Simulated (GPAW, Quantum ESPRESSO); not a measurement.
# Core-hole calculation of the Cu K edge in Cu (Copper, Fm-3m), part 2 of 2

Aim: the Cu K edge of Cu (Copper, Fm-3m) by two routes, a Lanczos recursion (XSpectra) and a sum over empty bands (GPAW), to see which features are robust.

Quantum ESPRESSO 7.5 and GPAW 26.7.0; core-hole supercells, plane-wave PAW PBE.

So far. Step 9 (Ground state of the crystal (GPAW)): The mesh shows no gap, so the system is treated as a metal and the core electron is put at the Fermi level (neutral cell). Step 10 (Spectrum without a core hole, Cu atom 1 (GPAW)): Main maxima below 29 eV (height): 2.0 eV (0.64), 14.0 eV (1.61) and 22.8 eV (1.61). 

**12. Spectrum with XCH, Cu atom 1 (GPAW)**

The holes are 5.7 Å apart. The excited electron is kept in the cell, where it fills the lowest empty states and screens the hole. After the field has converged, empty bands are computed with the density fixed and the dipole matrix elements are summed.

File xas.py:

```python
import numpy as np
from ase import Atoms
from ase.parallel import parprint, paropen
from gpaw import GPAW, PW, FermiDirac, Mixer, MixerDif, setup_paths
from gpaw.test import gen
setup_paths.insert(0, '.')
gen('Cu', name='fch1s', xcname='PBE', corehole=(1, 0, 1), write_xml=True)
from gpaw.mpi import world
world.barrier()

atoms = Atoms('Cu13',
    cell=[[-1.8075, 5.4225, 0],
     [5.4225, 0, 1.8075],
     [0, -1.8075, -5.4225]],
    scaled_positions=[[0, 0, 0],
     [0.38461538, 0.46153846, 0.15384615],
     [0.15384615, 0.38461538, 0.46153846],
     [0.46153846, 0.15384615, 0.38461538],
     [0.76923077, 0.92307692, 0.30769231],
     [0.23076923, 0.07692308, 0.69230769],
     [0.53846154, 0.84615385, 0.61538462],
     [0.07692308, 0.69230769, 0.23076923],
     [0.84615385, 0.61538462, 0.53846154],
     [0.69230769, 0.23076923, 0.07692308],
     [0.30769231, 0.76923077, 0.92307692],
     [0.61538462, 0.53846154, 0.84615385],
     [0.92307692, 0.30769231, 0.76923077]],
    pbc=True)
atoms.calc = calc = GPAW(legacy_gpaw=True, mode=PW(500), xc='PBE', setups={0: 'fch1s'},
    kpts={'size': (5, 5, 5), 'gamma': True}, occupations=FermiDirac(0.1),
    charge=-1, mixer=Mixer(0.1, 5, 50), maxiter=150,
    convergence={'density': 0.0001}, txt='scf.txt')
energy = atoms.get_potential_energy() + calc.get_reference_energy()
ef = calc.get_fermi_level()
out = dict(energy=energy, fermi=ef, forces=atoms.get_forces().tolist())
parprint(f'all-electron energy {energy:.4f} eV, Fermi level {ef:.4f} eV')
ev = np.array([[calc.get_eigenvalues(k, s) for k in range(len(calc.get_ibz_k_points()))] for s in range(calc.get_number_of_spins())])
out['homo'], out['lumo'], out['counts'] = ev[ev < ef].max(), ev[ev > ef].min(), sorted(set((ev < ef).sum((0, 2)).tolist()))
out['filled'] = (ev[:, 0] < ef).sum(1).tolist()

from ase.units import Ha
from gpaw.xas import dipole_matrix_elements
nb = int(calc.get_number_of_electrons() / 2) + 94
top, nb = nb, nb + 8 + nb // 12
nscf = calc.fixed_density(kpts={'size': (6, 6, 6), 'gamma': True}, nbands=nb,
    convergence={'bands': top, 'eigenstates': 1e-5}, maxiter=60, txt='nscf.txt')
cell = atoms.cell.array
ops = [cell.T @ U.T @ np.linalg.inv(cell.T) for U in nscf.wfs.kd.symmetry.op_scc]
E = np.arange(-6, 34, 0.1)
fwhm = np.interp(E, [4, 25], [1.55, 3.5])
Y, X, zero, highest = 0, 0, 1e9, 1e9
for spin in range(nscf.get_number_of_spins()):
    wfs = nscf.wfs
    A = dipole_matrix_elements(wfs.setups[0])
    eps = np.zeros((wfs.kd.nibzkpts, nb))
    d = np.zeros((3, A.shape[1], wfs.kd.nibzkpts, nb), complex)
    for kpt in wfs.kpt_u:
        if kpt.s == spin and 0 in kpt.P_ani:
            eps[kpt.k] = kpt.eps_n * Ha
            d[:, :, kpt.k] = (kpt.weight * wfs.nspins / 2) ** 0.5 * np.inner(A, kpt.P_ani[0])
    world.sum(eps)
    world.sum(d)
    T = np.einsum('amkn,bmkn->abkn', d, d.conj()).real
    T = sum(np.einsum('ai,ijkn,bj->abkn', R, T, R) for R in ops) / len(ops)
    empty = eps > ef
    zero, highest = min(zero, eps[empty].min()), min(highest, eps[:, top - 1].min())
    lines = [(eps, T, empty)] if spin == 0 else lines + [(eps, T, empty)]
for eps, T, empty in lines:
    f = np.einsum('aakn->akn', T).reshape(3, -1)
    x = eps.ravel() - zero
    w = np.interp(x, E, fwhm) / 2.35482
    g = np.exp(-0.5 * ((E[:, None] - x) / w) ** 2) / (w * (2 * np.pi) ** 0.5)
    Y = Y + (f * empty.ravel()) @ g.T
    X = X + (f * ~empty.ravel()) @ g.T
out.update(E=E.round(2).tolist(), xas=Y.tolist(), xes=X.tolist(), zero=zero, valid=highest - zero, nk=len(eps), nb=nb)
for i in range(0, len(E), 10):
    parprint(f'{E[i]:7.2f}', *(f'{v:10.3e}' for v in Y[:, i]))
import json
with paropen('out.json', 'w') as f:
    json.dump(out, f)
```

Command:

```sh
$ OMP_NUM_THREADS=1 mpirun -n 4 gpaw python xas.py
```

It took 3.4 min on 4 MPI ranks of Arm Neoverse V2, shared host; peak memory 0.56 GiB; 14 min of CPU time.

The Cu K spectrum, Cu atom 1, excited-electron core hole (neutral cell) (energy from the lowest empty level; intensity scaled to a mean of 1 over the first 20 eV):

| E (eV) | intensity |
| --- | --- |
| -2.0 | 0.00 |
| -1.0 | 0.04 |
| 0.0 | 0.33 |
| 1.0 | 0.62 |
| 2.0 | 0.64 |
| 3.0 | 0.56 |
| 4.0 | 0.56 |
| 5.0 | 0.63 |
| 6.0 | 0.70 |
| 7.0 | 0.75 |
| 8.0 | 0.84 |
| 9.0 | 1.02 |
| 10.0 | 1.15 |
| 11.0 | 1.32 |
| 12.0 | 1.50 |
| 13.0 | 1.54 |
| 14.0 | 1.49 |
| 15.0 | 1.36 |
| 16.0 | 1.21 |
| 17.0 | 1.12 |
| 18.0 | 1.07 |
| 19.0 | 1.08 |
| 20.0 | 1.20 |
| 21.0 | 1.37 |
| 22.0 | 1.45 |
| 23.0 | 1.39 |
| 24.0 | 1.27 |
| 25.0 | 1.16 |
| 26.0 | 1.09 |
| 27.0 | 1.02 |
| 28.0 | 0.95 |
| 29.0 | 0.90 |
| 30.0 | 0.88 |
| 31.0 | 0.88 |

Main maxima below 30 eV (height): 1.6 eV (0.66), 12.8 eV (1.54) and 22.0 eV (1.45). 

The total-energy difference is 9009.88 eV. With the free-atom term of -29.93 eV for this edge, the photon energy is 8979.94 eV.

**13. The two programs side by side**

The line shapes differ (Lorentzian half width 0.78 eV up to 4 eV, rising linearly to 1.75 eV at 25 eV (not a setting of the program: the run's 0.78 eV curve was folded afterwards with a further Lorentzian above 4 eV), against Gaussian full width 1.55 eV up to 4 eV, rising linearly to 3.5 eV at 25 eV), so both get a further Gaussian of 1.5 eV full width before they are compared; the Lorentzian tails remain.

| E (eV) | XSpectra | GPAW |
| --- | --- | --- |
| -2.00 | 0.11 | 0.01 |
| -1.25 | 0.16 | 0.06 |
| -0.50 | 0.26 | 0.19 |
| 0.25 | 0.38 | 0.40 |
| 1.00 | 0.49 | 0.57 |
| 1.75 | 0.55 | 0.62 |
| 2.50 | 0.57 | 0.60 |
| 3.25 | 0.58 | 0.57 |
| 4.00 | 0.61 | 0.57 |
| 4.75 | 0.66 | 0.61 |
| 5.50 | 0.71 | 0.66 |
| 6.25 | 0.75 | 0.71 |
| 7.00 | 0.80 | 0.76 |
| 7.75 | 0.87 | 0.83 |
| 8.50 | 0.96 | 0.93 |
| 9.25 | 1.05 | 1.05 |
| 10.00 | 1.12 | 1.16 |
| 10.75 | 1.22 | 1.28 |
| 11.50 | 1.33 | 1.40 |
| 12.25 | 1.39 | 1.49 |
| 13.00 | 1.40 | 1.52 |
| 13.75 | 1.38 | 1.49 |
| 14.50 | 1.36 | 1.42 |
| 15.25 | 1.33 | 1.32 |
| 16.00 | 1.27 | 1.22 |
| 16.75 | 1.21 | 1.15 |
| 17.50 | 1.18 | 1.10 |
| 18.25 | 1.19 | 1.08 |
| 19.00 | 1.22 | 1.10 |
| 19.75 | 1.26 | 1.18 |
| 20.50 | 1.31 | 1.28 |
| 21.25 | 1.36 | 1.38 |
| 22.00 | 1.39 | 1.42 |
| 22.75 | 1.37 | 1.40 |
| 23.50 | 1.33 | 1.33 |
| 24.25 | 1.27 | 1.24 |
| 25.00 | 1.21 | 1.16 |
| 25.75 | 1.17 | 1.10 |
| 26.50 | 1.14 | 1.05 |
| 27.25 | 1.11 | 1.00 |
| 28.00 | 1.08 | 0.95 |
| 28.75 | 1.05 | 0.91 |
| 29.50 | 1.04 | 0.89 |
| 30.25 | 1.04 | 0.88 |
| 31.00 | 1.04 | 0.88 |

|  | XSpectra | GPAW |
| --- | --- | --- |
| k mesh of the spectrum | 5×5×5 | 6×6×6 |
| cutoff (eV) | 816 | 500 |
| highest intensity below 24 eV after the common broadening, eV (height) | 12.7 (1.40) | 13.0 (1.52) |
| zero, corrected photon energy (eV) | 8984.2 | 8979.9 |
| core time, hole field and spectrum | 34 min | 14 min |

**14. What the core hole does**

XSpectra's curves. Both curves are counted from their own zero, so only the shift of weight within the empty states shows.

| E (eV) | no hole | XCH |
| --- | --- | --- |
| -2.0 | 0.08 | 0.09 |
| -1.0 | 0.14 | 0.15 |
| 0.0 | 0.32 | 0.32 |
| 1.0 | 0.47 | 0.49 |
| 2.0 | 0.53 | 0.55 |
| 3.0 | 0.52 | 0.53 |
| 4.0 | 0.51 | 0.56 |
| 5.0 | 0.59 | 0.62 |
| 6.0 | 0.67 | 0.70 |
| 7.0 | 0.64 | 0.75 |
| 8.0 | 0.81 | 0.85 |
| 9.0 | 0.89 | 1.04 |
| 10.0 | 1.00 | 1.07 |
| 11.0 | 1.15 | 1.26 |
| 12.0 | 1.37 | 1.50 |
| 13.0 | 1.49 | 1.47 |
| 14.0 | 1.57 | 1.42 |
| 15.0 | 1.52 | 1.46 |
| 16.0 | 1.45 | 1.32 |
| 17.0 | 1.37 | 1.14 |
| 18.0 | 1.31 | 1.19 |
| 19.0 | 1.22 | 1.23 |
| 20.0 | 1.34 | 1.28 |
| 21.0 | 1.52 | 1.46 |
| 22.0 | 1.87 | 1.62 |
| 23.0 | 1.79 | 1.56 |
| 24.0 | 1.64 | 1.40 |
| 25.0 | 1.43 | 1.28 |
| 26.0 | 1.69 | 1.22 |
| 27.0 | 1.55 | 1.24 |
| 28.0 | 1.10 | 1.10 |
| 29.0 | 1.12 | 1.04 |
| 30.0 | 1.38 | 1.03 |
| 31.0 | 1.23 | 1.07 |
| 32.0 | 1.18 | 1.10 |

With each curve scaled to its own mean, the area from −2 to 6 eV with the hole is 3.6 against 3.5, and the centre of weight from −1 to 20 eV moves by -0.3 eV (first and strongest maxima below 20 eV: 5.6 eV (0.67), 13.7 eV (1.57), 15.3 eV (1.55) and 17.4 eV (1.40) without the hole, 12.4 eV (1.52) and 14.8 eV (1.46) with it), a small effect on these measures.

**15. Runs not followed above**

These runs aren't followed: redraws of a spectrum that repeat one shown, runs with a planted fault or a state judged unsound, or a program's part that gave no sound spectrum.

| program | step | status | elapsed |
| --- | --- | --- | --- |
| Quantum ESPRESSO | no core hole, redrawn | converged | 5.1 s |
| Quantum ESPRESSO | spectrum with XCH, redrawn | converged | 1.2 s |

**16. Summary of results**

- absorber and edge: Cu K, atom 1 of the ground-state input (counted from 1)
- surroundings: 12 Cu at 2.56 Å (cuboctahedral, site symmetry m-3m)
- highest intensity below 24 eV (XSpectra, narrow line): 22.1 eV above the zero, height 1.62
- photon energy of the zero, with the added terms: 8984.2 eV (raw 9014.1 eV; uncertain by a few eV)

What this shows: The two programs agree closely: 8 % r.m.s. remains over the first 14 eV after a relative shift of 0.0 eV, and their photon-energy zeros differ by 4.2 eV. An offset of the zeros of this size is more than meshes or line shapes can give; the atomic core treatment of the two data sets is the likely place. In XSpectra the Cu K edge of atom 1, with 12 Cu at 2.56 Å (cuboctahedral, site symmetry m-3m), has its highest intensity of the first 24 eV at 22.1 eV above the zero, near 9006 eV in photon energy (uncertain by a few eV), 1.6 times the mean level of the first 20 eV (Lorentzian half width 0.78 eV). In XSpectra: With each curve scaled to its own mean, the area from −2 to 6 eV with the hole is 3.6 against 3.5, and the centre of weight from −1 to 20 eV moves by -0.3 eV (first and strongest maxima below 20 eV: 5.6 eV (0.67), 13.7 eV (1.57), 15.3 eV (1.55) and 17.4 eV (1.40) without the hole, 12.4 eV (1.52) and 14.8 eV (1.46) with it), a small effect on these measures. In GPAW: With each curve scaled to its own mean, the area from −2 to 6 eV with the hole is 3.7 against 3.6, and the centre of weight from −1 to 20 eV moves by -0.3 eV (first and strongest maxima below 20 eV: 2.0 eV (0.64) and 14.0 eV (1.61) without the hole, 1.6 eV (0.66) and 12.8 eV (1.54) with it), a small effect on these measures. The quadrupole part peaks at 19.4 eV with 0.2 % of the dipole spectrum's mean level. 3 further runs of this session are left out of this account as redundant. XSpectra leaves a spike where filled states are cut (about half a line width round xe0); it is interpolated away in tables and plots. The holes are only 5.7 Å apart, so the shape is probably not converged with cell size; no larger cell was run here. Lifetime broadening is put in by hand, and intensities beyond about 20 eV depend on it and on the partial waves. The structure is a published determination, not relaxed.

[Logs are printed without paths, hosts, clocks, repeated set-up lines and the standing remarks that a program may print on its own settings, such as how far it seeks lower states.]

[Hosts, paths, dates, database ids (printed as entryN), source tags and the programs' standing remarks are cut or masked in the printed files.]

[Lists of maxima count a maximum above −3 eV only where it reaches 4 % of the highest in the window and stands out from its surroundings by 2 % of it (1.5 % where it reaches 55 %); shoulders and weaker maxima are passed over, and of the rest the first, up to two pre-edge ones and the few strongest are named.]
